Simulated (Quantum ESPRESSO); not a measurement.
**Magnetic state of MnO2 from several starts**

A self-consistent run ends on one state, which hangs on the start. Several orders of MnO2 are started in Quantum ESPRESSO and their energies compared.

Program: Quantum ESPRESSO 7.5. Level of theory: LDA; plane waves with GBRV 1.5 LDA potentials, no spin-orbit coupling. Results are calculated unless marked as measured.

Most raw output is cut from this account.

## (1) The structure

Symmetry: Fd-3m, No. 227, cubic system. Conventional cell: a = 8.040 Å, b = 8.040 Å, c = 8.040 Å, α = 90.00°, β = 90.00°, γ = 90.00°. Nearest to Mn lie 6 O at 1.90 Å. O has 3 Mn at 1.90 Å nearest. Farther neighbours and most contacts between anions are not listed.

The cell comes from Materials Project 2023-11-01, a database of computed structures, and need not be the stable phase.

## (2) Start 1: ferro ++++

The signs are those of the starting moments on the seeded atoms, the atoms that are given a moment.

pw.in reads:

```
&CONTROL
  calculation = 'scf'
  prefix = 'pwscf'
  outdir = './tmp'
  pseudo_dir = './pseudo'
  disk_io = 'nowf'
/
&SYSTEM
  ibrav = 0
  nat = 12
  ntyp = 2
  ecutwfc = 40
  ecutrho = 280
  nbnd = 79
  occupations = 'smearing'
  smearing = 'fd'
  degauss = 0.00367493
  nspin = 2
  starting_magnetization(1) = 0.3
  starting_magnetization(2) = 0
/
&ELECTRONS
  conv_thr = 2.4d-08
  electron_maxstep = 150
  mixing_beta = 0.3
/
ATOMIC_SPECIES
Mn     54.9380 mn_lda_v1.5.uspp.F.UPF
O      15.9990 o_lda_v1.2.uspp.F.UPF
CELL_PARAMETERS angstrom
   0.0000000000    4.0199925062    4.0199925062
   4.0199925062    0.0000000000    4.0199925062
   4.0199925062    4.0199925062    0.0000000000
ATOMIC_POSITIONS crystal
Mn      0.6250000000    0.1250000000    0.6250000000
Mn      0.1250000000    0.6250000000    0.6250000000
Mn      0.6250000000    0.6250000000    0.1250000000
Mn      0.6250000000    0.6250000000    0.6250000000
O       0.8328612900    0.3890462400    0.3890462400
O       0.3890462400    0.8328612900    0.3890462400
O       0.3890462400    0.3890462400    0.3890462400
O       0.3890462400    0.3890462400    0.8328612900
O       0.8609537600    0.4171387100    0.8609537600
O       0.4171387100    0.8609537600    0.8609537600
O       0.8609537600    0.8609537600    0.4171387100
O       0.8609537600    0.8609537600    0.8609537600
K_POINTS automatic
4 4 4 0 0 0
```

Started as:

```sh
OMP_NUM_THREADS=1 mpirun -n 4 pw.x -nk 4 -in pw.in > pw.out
```

It took 45 s on 4 MPI ranks of Arm Neoverse V1, shared host; peak memory 0.76 GiB; 3 min of CPU time.

Spin moment in the atom's sphere by atom:

```
atom  spin moment in the atom's sphere (μB)
 Mn1                                   2.47
 Mn2                                   2.47
 Mn3                                   2.47
 Mn4                                   2.47
  O5                                   0.06
  O6                                   0.06
  O7                                   0.06
  O8                                   0.06
  O9                                   0.06
 O10                                   0.06
 O11                                   0.06
 O12                                   0.06
```

This step gave:

| Property | Result |
| --- | --- |
| smearing term TS | 0.007287 eV |
| magnetization | 11.95 μB |
| absolute magnetization | 12.04 μB |
| final state | ferromagnetic |

Spin density in the ac plane of the conventional cell at fractional y = 0.125, with atoms of Mn and O within 0.2 Å of it.

Ten even steps from '0' (0.0 e/Å³) to '9' (4.6 e/Å³), each cell a mean:
```
0000000000000000000000
0000000000000000003420
0000000000000000004940
0000000000000000003430
0000000000000000000000
0000000000000000000000
0000000000000110000000
0000000000001761000000
0000000000001771000000
0000000000000110000000
0000000000000000000000
0000000000000000000000
0000000342000000000000
0000000494000000000000
0000000343000000000000
0000000000000000000000
0000000000000000000000
0011000000000000000000
0176100000000000000000
0177100000000000000000
0011000000000000000000
0000000000000000000000
```
Columns run along a (8.0 Å), rows up along c (8.0 Å), edges of the conventional cell, whose origin can differ from the input's. Atoms in or near the plane, at fractional coordinates: Mn at (0.38, 0.38), Mn at (0.88, 0.88), Mn at (0.12, 0.13), Mn at (0.62, 0.62), O at (0.89, 0.11), O at (0.39, 0.61), O at (0.61, 0.39), O at (0.11, 0.89), O at (0.36, 0.14), O at (0.86, 0.64), O at (0.14, 0.36), O at (0.64, 0.86).

Valence density in the ac plane of the conventional cell at fractional y = 0.125, with atoms of Mn and O within 0.2 Å of it. It is the smooth field of the valence electrons, not physical close to the nuclei.

Ten even steps from '_' (0 e/Å³) to '@' (15 e/Å³), each cell a mean:
```
____..________________________________..____
__..--::__________________....______==%%==__
__::==--__________________--==::__..%%@@%%..
__..::..__________________::--..____==%%==__
____________________________..________..____
____________________________________________
__________________________----______..::____
______________..--::____--@@@@--__..--==..__
______________::==--..__--@@@@--____::--..__
______________..::..____..----______________
____________________________________________
________________..________..________________
____....______==%%==____..--::______________
____--==::__..%%@@%%..__::==--______________
____::--..____==%%==____..::..______________
______..________..__________________________
____________________________________________
____----______..::__________________________
__--@@@@--__..--==..________________..--::__
__--@@@@--____::--..________________::==--..
__..----____________________________..::..__
____________________________________________
```
Columns run along a (8.0 Å), rows up along c (8.0 Å), edges of the conventional cell, whose origin can differ from the input's. Atoms in or near the plane, at fractional coordinates: Mn at (0.38, 0.38), Mn at (0.88, 0.88), Mn at (0.12, 0.13), Mn at (0.62, 0.62), O at (0.89, 0.11), O at (0.39, 0.61), O at (0.61, 0.39), O at (0.11, 0.89), O at (0.36, 0.14), O at (0.86, 0.64), O at (0.14, 0.36), O at (0.64, 0.86).

## (3) Run 2 (antiferro ++−−)

pw.in: that of step 2 with these lines changed.

```diff
@@ -10,6 +10,6 @@
   nat = 12
-  ntyp = 2
+  ntyp = 3
   ecutwfc = 40
   ecutrho = 280
-  nbnd = 79
+  nbnd = 70
   occupations = 'smearing'
@@ -19,3 +19,4 @@
   starting_magnetization(1) = 0.3
-  starting_magnetization(2) = 0
+  starting_magnetization(2) = -0.3
+  starting_magnetization(3) = 0
 /
@@ -27,3 +28,4 @@
 ATOMIC_SPECIES
-Mn     54.9380 mn_lda_v1.5.uspp.F.UPF
+Mn1    54.9380 mn_lda_v1.5.uspp.F.UPF
+Mn2    54.9380 mn_lda_v1.5.uspp.F.UPF
 O      15.9990 o_lda_v1.2.uspp.F.UPF
@@ -34,6 +36,6 @@
 ATOMIC_POSITIONS crystal
-Mn      0.6250000000    0.1250000000    0.6250000000
-Mn      0.1250000000    0.6250000000    0.6250000000
-Mn      0.6250000000    0.6250000000    0.1250000000
-Mn      0.6250000000    0.6250000000    0.6250000000
+Mn1     0.6250000000    0.1250000000    0.6250000000
+Mn1     0.1250000000    0.6250000000    0.6250000000
+Mn2     0.6250000000    0.6250000000    0.1250000000
+Mn2     0.6250000000    0.6250000000    0.6250000000
 O       0.8328612900    0.3890462400    0.3890462400
```

Run time: 85 s. Hardware: 4 MPI ranks; peak memory 0.84 GiB; 5.6 min of CPU time.

Spin moment in the atom's sphere by atom:

```
atom  spin moment in the atom's sphere (μB)
 Mn1                                   2.35
 Mn2                                   2.35
 Mn3                                  -2.35
 Mn4                                  -2.35
  O5                                  -0.01
  O6                                  -0.01
  O7                                   0.01
  O8                                   0.01
  O9                                  -0.01
 O10                                  -0.01
 O11                                   0.01
 O12                                   0.01
```

This step gave:

- smearing term TS: 8.85e-5 eV
- magnetization: 0 μB
- absolute magnetization: 11.65 μB
- final state: antiferromagnetic

Spin density in the ac plane of the conventional cell at fractional y = 0.125, with atoms of Mn and O within 0.2 Å of it.

Ten even steps from '0' (-3.2 e/Å³) to '9' (4.4 e/Å³), each cell a mean:
```
4444444444444444444444
4444444444444444446654
4444444444444444446964
4444444444444444445664
4444444444444444444444
4444444444444444444444
4444444444443333444444
4444444444443003444444
4444444444443003444444
4444444444443333444444
4444444444444444444444
4444444444444444444444
4444444665444444444444
4444444696444444444444
4444444566444444444444
4444444444444444444444
4444444444444444444444
4333344444444444444444
4300344444444444444444
4300344444444444444444
4333344444444444444444
4444444444444444444444
```
Columns run along a (8.0 Å), rows up along c (8.0 Å), edges of the conventional cell, whose origin can differ from the input's. Atoms in or near the plane, at fractional coordinates: Mn at (0.38, 0.38), Mn at (0.88, 0.88), Mn at (0.12, 0.13), Mn at (0.62, 0.62), O at (0.89, 0.11), O at (0.39, 0.61), O at (0.61, 0.39), O at (0.11, 0.89), O at (0.36, 0.14), O at (0.86, 0.64), O at (0.14, 0.36), O at (0.64, 0.86).

Valence density in the ac plane of the conventional cell at fractional y = 0.125, with atoms of Mn and O within 0.2 Å of it. It is the smooth field of the valence electrons, not physical close to the nuclei.

Ten even steps from '0' (0 e/Å³) to '9' (15 e/Å³), each cell a mean:
```
0010000000000000000100
0132000000000110004840
0243000000000342018981
0121000000000231004840
0000000000000110000100
0000000000000000000000
0000000000000330001200
0000000132003993013410
0000000243103993002310
0000000121001330000000
0000000000000000000000
0000000010000100000000
0011000484001320000000
0034201898102430000000
0023100484001210000000
0011000010000000000000
0000000000000000000000
0033000120000000000000
0399301341000000001320
0399300231000000002431
0133000000000000001210
0000000000000000000000
```
Columns run along a (8.0 Å), rows up along c (8.0 Å), edges of the conventional cell, whose origin can differ from the input's. Atoms in or near the plane, at fractional coordinates: Mn at (0.38, 0.38), Mn at (0.88, 0.88), Mn at (0.12, 0.13), Mn at (0.62, 0.62), O at (0.89, 0.11), O at (0.39, 0.61), O at (0.61, 0.39), O at (0.11, 0.89), O at (0.36, 0.14), O at (0.86, 0.64), O at (0.14, 0.36), O at (0.64, 0.86).

## (4) Run 3, typed as ferri +++−

pw.in: that of step 3 with these lines changed.

```diff
@@ -13,3 +13,3 @@
   ecutrho = 280
-  nbnd = 70
+  nbnd = 74
   occupations = 'smearing'
@@ -38,3 +38,3 @@
 Mn1     0.1250000000    0.6250000000    0.6250000000
-Mn2     0.6250000000    0.6250000000    0.1250000000
+Mn1     0.6250000000    0.6250000000    0.1250000000
 Mn2     0.6250000000    0.6250000000    0.6250000000
```

It took 80 s on 4 MPI ranks; peak memory 0.82 GiB.

Spin moment in the atom's sphere by atom:

```
atom  spin moment in the atom's sphere (μB)
 Mn1                                   2.41
 Mn2                                   2.41
 Mn3                                   2.41
 Mn4                                  -2.26
  O5                                   0.03
  O6                                   0.03
  O7                                   0.03
  O8                                   0.03
  O9                                   0.03
 O10                                   0.03
 O11                                   0.03
 O12                                   0.03
```

Numbers from this step:

| Quantity | Value |
| --- | --- |
| smearing term TS | 2.30e-4 eV |
| magnetization | 5.999 μB |
| absolute magnetization | 11.70 μB |
| final state | ferrimagnetic |

## (5) The states side by side

An order is kept where moments of 0.15 μB or more survive with the typed signs; meshes match where a doubled cell samples the same k points as the first cell.

Ferrimagnetic means that a moment over 0.15 μB on a transition or rare-earth metal, induced ones included, opposes the net moment. Orders:

```
         start        final state  typed order kept  energy over the lowest (meV a seeded atom)  largest site moment (μB)  net moment (μB a cell of the first run)  mesh matched  CPU time (s)
    ferro ++++      ferromagnetic               yes                                         8.4                     2.466                                    11.95           yes           179
antiferro ++--  antiferromagnetic               yes                                      0.5206                     2.346                                        0           yes         337.8
    ferri +++-      ferrimagnetic               yes                                           0                     2.412                                    5.999           yes         317.9
```

## (6) What came out

```
lowest state found      : ferrimagnetic (from ferri +++-)
largest site moment     : 2.41 μB
next state with moments : antiferromagnetic, 0.521 meV a seeded atom higher
```

The two lowest states lie so close that the mesh, the smearing, the functional or spin–orbit coupling could swap them. Only these 3 starts were compared; other wavevectors, canted and longer-period orders were not. No Hubbard term acts here. In such compounds local and semilocal functionals without one often delocalise the d electrons, and can shrink or lose moments and miss the size, sign and order of the couplings.

[Logs and program files are shortened in this print: banners, set-up blocks, solver, clock and traceback lines can be left out without a mark of their own.]

[Logs are printed without paths, hosts, clocks, repeated set-up lines and the standing remarks that a program may print on its own settings, such as how far it seeks lower states.]

[Hosts, paths, dates, database ids (printed as entryN), source tags and the programs' standing remarks are cut or masked in the printed files.]

[Where a cell is said to come from a database of computed structures, the database is the Materials Project.]
